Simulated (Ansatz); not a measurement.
**Zr2CF2 MXene monolayer in a perpendicular field**

What dipole does a perpendicular field induce in the Zr2CF2 MXene monolayer? A positive field points along +c.

Calculated with Ansatz 0.2.0; plane-wave DFT, PBE-D3(BJ), Ansatz PAW.

Most raw output is cut from this account.

## Step 1: Starting point

The cell holds 5 atoms: 2 F, 2 Zr and 1 C. Cell: a = 3.289 Å, b = 3.289 Å, c = 40.191 Å, α = 90.0°, β = 90.0°, γ = 120.0°. Vacuum lies along c.

As a file:

```cif
data_structure
_symmetry_space_group_name_H-M 'P 1'
_symmetry_Int_Tables_number 1
_cell_length_a 3.2890
_cell_length_b 3.2890
_cell_length_c 40.1907
_cell_angle_alpha 90.000
_cell_angle_beta 90.000
_cell_angle_gamma 120.000
_cell_volume 376.52
loop_
_atom_site_label
_atom_site_type_symbol
_atom_site_fract_x
_atom_site_fract_y
_atom_site_fract_z
_atom_site_occupancy
F1 F 0.33333 0.66667 0.44289 1
Zr2 Zr 0.66667 0.33333 0.46771 1
C3 C 0.00000 0.00000 0.50000 1
Zr4 Zr 0.33333 0.66667 0.53229 1
F5 F 0.66667 0.33333 0.55711 1
```

## Step 2: Relaxation

The starting cell is a guess, so the in-plane lattice and the atoms are relaxed first, with the slab cut off from its images along the normal.

The input, input.yaml:

```yaml
crystal:
  lattice:
    - [3.289, 0.0, 0.0]
    - [-1.6445, 2.848357553, 0.0]
    - [0.0, 0.0, 40.1906824045]
  atoms:
    - { symbol: F, position: [0.3333333333, 0.6666666667, 0.4428887228] }
    - { symbol: Zr, position: [0.6666666667, 0.3333333333, 0.4677101334] }
    - { symbol: C, position: [0.0, 0.0, 0.5] }
    - { symbol: Zr, position: [0.3333333333, 0.6666666667, 0.5322898666] }
    - { symbol: F, position: [0.6666666667, 0.3333333333, 0.5571112772] }
  periodic: [true, true, false]
kpoints:
  mp_grid: { grid: [12, 12, 1] }
hamiltonian:
  xc: pbe
  dispersion: d3bj
scf:
  occupations: { method: fermi_dirac, width: 0.05 }
  convergence: { dr2_threshold: 1.0e-09 }
relax:
  f_tol: 0.004
  max_steps: 90
  cell: {}
output:
  write_potential: true
  write_density: true
  volumetric_format: npy
```

Started as:

```sh
$ ansatz run input.yaml --threads 2 --pin off --max-ram 3072MiB --backend cpu --events-out ev --progress --plain --runs-dir out
```

Run time: 1.9 min. Hardware: 2 threads of Intel Xeon at 2.50GHz (Skylake/Cascade Lake), shared host; peak memory 0.7 GiB; 3.7 min of CPU time.

Step by step:

| step | energy less that of the first step (eV) | largest force component (eV/Å) | volume (Å³) |
| --- | --- | --- | --- |
| 1 | 0.0000 | 4.2122 | 376.52 |
| 2 | -1.0379 | 1.8452 | 373.68 |
| 3 | -1.0957 | 0.3885 | 361.72 |
| 4 | -1.1760 | 0.3141 | 372.30 |
| 5 | -1.1785 | 0.0798 | 376.16 |
| 6 | -1.1797 | 0.0015 | 374.89 |
| 7* | -1.1790 | 0.0014 | 374.89 |

Relaxation steps marked * repeat the geometry before them on a plane-wave basis chosen anew for their cell, so energy and pressure can jump there.

The run keeps the 12 symmetry operations that it works with, so distortions that break them were not tested.

```csv
cell as run,before,after,change
a (Å),3.289,3.282,-0.2 %
b (Å),3.289,3.282,-0.2 %
```

The atoms that moved most (Å, along periodic axes as changes of fractional coordinates times the final cell, across vacuum about the mean position):

```
atom     dx     dy      dz  length
  F1  0.000  0.000  -0.273   0.273
  F5  0.000  0.000   0.273   0.273
 Zr4  0.000  0.000  -0.065   0.065
 Zr2  0.000  0.000   0.065   0.065
```

The relaxed structure:

```xyz
5
Lattice="3.2819 0.0000 0.0000 -1.6409 2.8422 0.0000 0.0000 0.0000 40.1907" Properties=species:S:1:pos:R:3
F     0.0000    1.8948   17.5273
Zr    1.6409    0.9474   18.8628
C     0.0000    0.0000   20.0953
Zr    0.0000    1.8948   21.3279
F     1.6409    0.9474   22.6634
```

This step gave:

```
energy at zero smearing : -10242.0746 eV
```

The lattice constant a goes from 3.289 to 3.282 Å.

## Step 3: Single point, field 0, start network

A sawtooth potential applies the field, turning back in the middle of the vacuum. With the dipole correction the typed value is the field outside the slab. The induced dipole is small, so the SCF threshold is tight.

The cell differs from the one that the last finished run ended in (c 40.191 → 23.136 Å).

The input, input.yaml:

```yaml
crystal:
  lattice:
    - [3.281891399, 0.0, 0.0]
    - [-1.6409456995, 2.842201324, 0.0]
    - [0.0, 0.0, 23.1361663502]
  atoms:
    - { symbol: F, position: [0.3333333333, 0.6666666667, 0.3890013524] }
    - { symbol: Zr, position: [0.6666666667, 0.3333333333, 0.446726317] }
    - { symbol: C, position: [0.0, 0.0, 0.5] }
    - { symbol: Zr, position: [0.3333333333, 0.6666666667, 0.553273683] }
    - { symbol: F, position: [0.6666666667, 0.3333333333, 0.6109986476] }
kpoints:
  mp_grid: { grid: [18, 18, 1] }
  band_path:
    path: [[0, 0, 0], [0.5, 0, 0], [0.33333333, 0.33333333, 0], [0, 0, 0]]
    npoints: 16
hamiltonian:
  xc: pbe
  dispersion: d3bj
scf:
  occupations: { method: fermi_dirac, width: 0.02585 }
  convergence: { dr2_threshold: 1.0e-10 }
efield:
  axis: 3
  dipole_correction: true
  ramp_position: 0.97
  ramp_width: 0.06
  amplitude: 0
output:
  dos: { projected: true, e_range: [-6, 5] }
  write_potential: true
  write_density: true
  volumetric_format: npy
  elf: true
```

Elapsed: 34 s, on 2 threads; peak memory 0.58 GiB.

This step gave:

| Property | Result |
| --- | --- |
| energy at zero smearing | -10242.0827 eV |
| work function, upper face | 3.907 eV |
| dipole along the normal | 3.52e-7 e·Å |

Running mean over a fixed 2.7 Å (it still follows the layers) of the planar mean; the ramp of the sawtooth is left out. Electron's electrostatic potential energy less the Fermi level against z:

z (Å), electron's electrostatic potential energy less the Fermi level (eV) and a bar from the least value:
```
      3.5        3.9 ##############################
      4.0        3.9 ##############################
      4.5        3.9 ##############################
      5.0        3.9 ##############################
      5.5        3.9 ##############################
      6.0        3.9 ##############################
      6.5        3.9 ##############################
      7.0        3.7 ##############################
      7.5        2.7 ############################
      8.0        0.8 ########################
      8.5       -1.5 ####################
      9.0       -5.2 #############
      9.5       -8.7 #######
     10.0      -10.6 ####
     10.5      -11.4 ##
     11.0      -11.9 #
     11.5      -12.5 
     12.0      -12.1 #
     12.5      -11.5 ##
     13.0      -10.9 ###
     13.5       -9.3 ######
     14.0       -6.3 ###########
     14.5       -2.4 ##################
     15.0        0.3 #######################
     15.5        2.3 ###########################
     16.0        3.6 #############################
     16.5        3.9 ##############################
     17.0        3.9 ##############################
     17.5        3.9 ##############################
     18.0        3.9 ##############################
     18.5        3.9 ##############################
     19.0        3.9 ##############################
     19.5        3.9 ##############################
     20.0        3.9 ##############################
```

The density of states has structure finer than the step of the table below, so its rows give means over 0.25 eV, whole bins alone (the curve runs from -6 to 1.99 eV). Peaks (eV: height): -4.290: 10.2, -4.070: 5.90, -3.900: 5.42, -3.490: 11.9, -3.190: 7.72, 0.180: 3.30.

Table of density of states by energy, zero at the Fermi level; means over each step:

```csv
energy (eV),density of states (states/eV a cell)
-4.75,0
-4.50,1.49
-4.25,5.53
-4.00,3.17
-3.75,3.93
-3.50,5.67
-3.25,4.12
-3.00,0.0631
-2.75,0
-2.50,0
-2.25,0.161
-2.00,0.683
-1.75,0.765
-1.50,0.841
-1.25,0.921
-1.00,1.02
-0.75,1.34
-0.50,0.994
-0.25,0.703
0.00,1.22
0.25,1.61
0.50,1.30
0.75,1.19
1.00,1.26
1.25,1.00
1.50,0.979
1.75,1.04
```

Projected DOS per atom over height of the atomic layer and energy from the Fermi level. Layers: F Zr C Zr F from below.

Ten even steps from '_' (0.00 states/eV) to '@' (2.65 states/eV), each cell a mean:
```
__::__::__
__..__..__
__..__..__
__..__..__
__::__::__
__::__::__
__..__..__
__::__::__
__..__..__
__..__..__
__..__..__
__________
__________
__________
__--%%--__
__==@@==__
__::++::__
..::**::..
__________
__________
__________
__________
```
Columns: height of the atomic layer (Å) from 9 to 14.1; rows upwards: energy from the Fermi level (eV) from -5.96 to 1.96.

The electronic bands at the labelled points (eV, zero at the Fermi level):

```csv
point,band 18,band 19,band 20,band 21,band 22,band 23,band 24,band 25
Γ,-4.38,-3.14,-3.14,0.12,0.12,0.33,1.83,2.20
halfway,-4.10,-3.91,-3.18,-1.31,1.04,1.34,2.07,2.12
M,-4.44,-3.45,-3.11,-2.24,2.16,3.09,3.19,3.29
halfway,-4.37,-3.75,-3.46,-1.12,1.74,2.29,2.57,3.11
K,-4.18,-4.18,-3.46,0.35,1.17,1.17,2.54,3.03
halfway,-4.09,-3.86,-3.53,-0.57,-0.20,2.10,2.47,2.54
Γ,-4.38,-3.14,-3.14,0.12,0.12,0.33,1.83,2.20
```

ELF in the ca plane at fractional y = 0.333, with atoms of Zr and F within 0.2 Å of it. It is the smooth field of the valence electrons, not physical close to the nuclei.

Values, 5 rows by 16 columns, each cell a mean:
```
0.00 0.00 0.00 0.00 0.00 0.05 0.19 0.65 0.33 0.25 0.28 0.70 0.28 0.01 0.00 0.00
0.00 0.00 0.00 0.00 0.00 0.01 0.37 0.50 0.43 0.24 0.48 0.70 0.43 0.02 0.00 0.00
0.00 0.00 0.00 0.00 0.00 0.05 0.21 0.66 0.33 0.24 0.30 0.71 0.28 0.01 0.00 0.00
0.00 0.00 0.00 0.00 0.02 0.25 0.30 0.18 0.53 0.30 0.20 0.14 0.04 0.00 0.00 0.00
0.00 0.00 0.00 0.00 0.02 0.26 0.30 0.17 0.55 0.30 0.20 0.11 0.03 0.00 0.00 0.00
```
Columns run along c (16.0 Å, from fractional 0.13 to 0.82 of the cell), rows up along a (3.3 Å). Atoms in or near the plane, at fractional coordinates: Zr at (0.45, 0.67), F at (0.61, 0.67).

Electrostatic potential energy in the ca plane at fractional y = 0.333, with atoms of Zr and F within 0.2 Å of it. With pseudopotentials it is smooth inside the atoms' cores, unlike the true potential.

Ten even steps from '0' (-46 eV) to '9' (5 eV), each cell a mean:
```
99999999999999999875346898888888999999999999
99999999999999999850002789988732699999999999
99999999999999998740000689999500399999999999
99999999999999999740001689998610499999999999
99999999999999999863114789888866899999999999
99999999999999999887667888777889999999999999
99999999999999999988888888666789999999999999
99999999999999999998889887656789999999999999
99999999999999999988778888767889999999999999
```
Columns run along c (16.0 Å, from fractional 0.13 to 0.82 of the cell; values clipped at the 3rd and 97th percentile), rows up along a (3.3 Å). Atoms in or near the plane, at fractional coordinates: Zr at (0.45, 0.67), F at (0.61, 0.67).

Valence density in the ca plane at fractional y = 0.333, with atoms of Zr and F within 0.2 Å of it. It is the smooth field of the valence electrons, not physical close to the nuclei.

Ten steps, logarithmic in the rise over the least value, from '0' (0 e/Å³) to '9' (10 e/Å³), each cell a mean:
```
00000000000000000000123555332222234421000000
00000000000000000000125777522212368752000000
00000000000000000000136777632112479962000000
00000000000000000000136777532212379862000000
00000000000000000000124676422222246531000000
00000000000000000001122343333333222210000000
00000000000000000011222222333344311000000000
00000000000000000012222122333344311000000000
00000000000000000001222223333333221100000000
```
Columns run along c (16.0 Å, from fractional 0.07 to 0.76 of the cell), rows up along a (3.3 Å). Atoms in or near the plane, at fractional coordinates: Zr at (0.45, 0.67), F at (0.61, 0.67).

The work function of the upper face is 3.91 eV.

## Step 4: Single point, field 0.1 V/Å

Edit input.yaml of step 3 so:

```diff
@@ -25,7 +25,6 @@
   dipole_correction: true
-  ramp_position: 0.97
-  ramp_width: 0.06
-  amplitude: 0
+  ramp_position: 0.9352
+  ramp_width: 0.1297
+  amplitude: 0.1
 output:
-  dos: { projected: true, e_range: [-6, 5] }
   write_potential: true
@@ -33,2 +32 @@
   volumetric_format: npy
-  elf: true
```

The job ended after 41 s (2 threads; peak memory 0.57 GiB; 81 s of CPU time).

The dipole is 0.0275 e·Å.

## Step 5: Atoms held, field -0.1 V/Å

Edit input.yaml of step 4 so:

```diff
@@ -27,3 +27,3 @@
   ramp_width: 0.1297
-  amplitude: 0.1
+  amplitude: -0.1
 output:
```

Elapsed: 42 s, on 2 threads; peak memory 0.56 GiB; 82 s of CPU time.

The dipole is -0.0275 e·Å.

## Step 6: Response, atoms held

This step: plane-wave DFT, PBE-D3(BJ), Ansatz PAW; response to a field along the normal, atoms held (Ansatz 0.2.0).

The dipoles give the slope, and the difference of two potentials shows where the field is screened.

Numbers from this step:

| Item | Value |
| --- | --- |
| equivalent conductor thickness p/(ε₀AE) | 5.325 Å |
| distance between the outer atoms | 5.136 Å |

Table of dipole of the cell by applied field:

```
applied field (V/Å)  dipole of the cell (e·Å)
            -0.1000                   -0.0275
             0.0000                    3.5e-7
             0.1000                    0.0275
```

Local field over the applied field, running mean. From the potentials at -0.1 and 0.1 V/Å; running mean over 2.5 Å. The local field over applied field by z:

| z (Å) | local field over applied field |
| --- | --- |
| 4.5 | 1.000 |
| 5.0 | 1.000 |
| 5.5 | 0.999 |
| 6.0 | 0.996 |
| 6.5 | 0.985 |
| 7.0 | 0.951 |
| 7.5 | 0.872 |
| 8.0 | 0.755 |
| 8.5 | 0.614 |
| 9.0 | 0.463 |
| 9.5 | 0.312 |
| 10.0 | 0.194 |
| 10.5 | 0.107 |
| 11.0 | 0.0492 |
| 11.5 | 0.0216 |
| 12.0 | 0.0380 |
| 12.5 | 0.0884 |
| 13.0 | 0.167 |
| 13.5 | 0.276 |
| 14.0 | 0.421 |
| 14.5 | 0.574 |
| 15.0 | 0.718 |
| 15.5 | 0.843 |
| 16.0 | 0.935 |
| 16.5 | 0.979 |
| 17.0 | 0.994 |
| 17.5 | 0.999 |
| 18.0 | 1.000 |
| 18.5 | 1.000 |
| 19.0 | 1.000 |

The induced electron density oscillates, so the rows of the table below give means over windows of 0.5 Å about each position, cut where the curve ends. Its maxima inside the range that stand out by 2 % of the span (Å: e/Å³ per V/Å): 8.39: 0.00311, 9.11: 0.00200, 10.27: 0.00150, 13.59: -7.5e-4, 14.32: -0.00139. Its minima: 8.82: 0.00139, 9.54: 7.5e-4, 12.87: -0.00150, 14.03: -0.00200, 14.75: -0.00311.

Electrons, planar mean, per unit field. Table of induced electron density by z; means over each step:

```
z (Å)  induced electron density (e/Å³ per V/Å)
  4.5                                   2.3e-7
  5.0                                   9.2e-7
  5.5                                   3.6e-6
  6.0                                   1.5e-5
  6.5                                   5.8e-5
  7.0                                   2.1e-4
  7.5                                   7.3e-4
  8.0                                  0.00197
  8.5                                  0.00267
  9.0                                  0.00171
  9.5                                  0.00103
 10.0                                  0.00120
 10.5                                  0.00110
 11.0                                   5.2e-4
 11.5                                   7.6e-5
 12.0                                  -4.4e-4
 12.5                                  -8.7e-4
 13.0                                 -0.00132
 13.5                                  -9.0e-4
 14.0                                 -0.00166
 14.5                                 -0.00231
 15.0                                 -0.00240
 15.5                                  -9.9e-4
 16.0                                  -3.0e-4
 16.5                                  -8.4e-5
 17.0                                  -2.1e-5
 17.5                                  -5.3e-6
 18.0                                  -1.3e-6
 18.5                                  -3.3e-7
 19.0                                  -1.1e-7
```

By hand: between -0.1 and 0.1 V/Å the dipole changes by 0.05490 e·Å, a slope of 0.2745 e·Å²/V. A perfect conductor of thickness t has p = ε₀AEt, so t = 180.95 × 0.2745 / 9.328 = 5.33 Å (e/ε₀ = 180.95 V·Å, A in Å²).

The induced dipole is that of a conductor 5.33 Å thick.

## Step 7: Outcome

```
gap without field                          : none
work function, upper face                  : 3.91 eV
equivalent conductor thickness, atoms held : 5.33 Å
```

**Reading.** The induced dipole equals that of a perfect conductor 5.33 Å thick, while the outer atoms lie 5.14 Å apart. There is no gap over 0.03 eV, with or without the field. The main runs have no spin polarisation; a magnetic state could lie lower and would change these results. Spin-orbit coupling is left out. The MXene's terminations sit over the metal atoms of its far layer; the site over carbon or nitrogen, which some compounds prefer, was not run.

[Logs are printed without paths, hosts, clocks, repeated set-up lines and the standing remarks that a program may print on its own settings, such as how far it seeks lower states.]

[Hosts, paths, dates, database ids (printed as entryN), source tags and the programs' standing remarks are cut or masked in the printed files.]

[Maps of the electrostatic potential energy from Ansatz leave out the sawtooth potential of an applied field or a dipole correction, so their vacuum need not be flat; planar profiles and work functions include it.]

[The density of states shown here was stored with 400 of the rows of the run's finer table, so its peaks can read low, often by over a quarter, or be missed, and its means over a window can be off by a tenth or more.]
